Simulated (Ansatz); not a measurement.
Reflectivity of NbAs (I4_1md) at normal incidence (Ansatz, PBE, independent particles, without spin-orbit coupling, line width 0.1 eV (Gaussian), carrier damping 0.05 eV):

```json
{"E (eV)": "1.00", "R (%)": "57.7"}
{"E (eV)": "1.25", "R (%)": "52.3"}
{"E (eV)": "1.50", "R (%)": "53.4"}
{"E (eV)": "1.75", "R (%)": "52.0"}
{"E (eV)": "2.00", "R (%)": "50.8"}
{"E (eV)": "2.25", "R (%)": "46.9"}
{"E (eV)": "2.50", "R (%)": "45.5"}
{"E (eV)": "2.75", "R (%)": "43.9"}
{"E (eV)": "3.00", "R (%)": "49.6"}
{"E (eV)": "3.25", "R (%)": "45.0"}
{"E (eV)": "3.50", "R (%)": "41.8"}
{"E (eV)": "3.75", "R (%)": "40.7"}
{"E (eV)": "4.00", "R (%)": "43.8"}
{"E (eV)": "4.25", "R (%)": "48.6"}
{"E (eV)": "4.50", "R (%)": "48.8"}
{"E (eV)": "4.75", "R (%)": "48.9"}
{"E (eV)": "5.00", "R (%)": "49.7"}
```

Problem. What colour would a polished face show in daylight?

Solution. Light grey: CIE x = 0.320, y = 0.333, luminous reflectivity 49 % under D65, from the mean over the axes.

[Logs are printed without paths, hosts, clocks, repeated set-up lines and the standing remarks that a program may print on its own settings, such as how far it seeks lower states.]
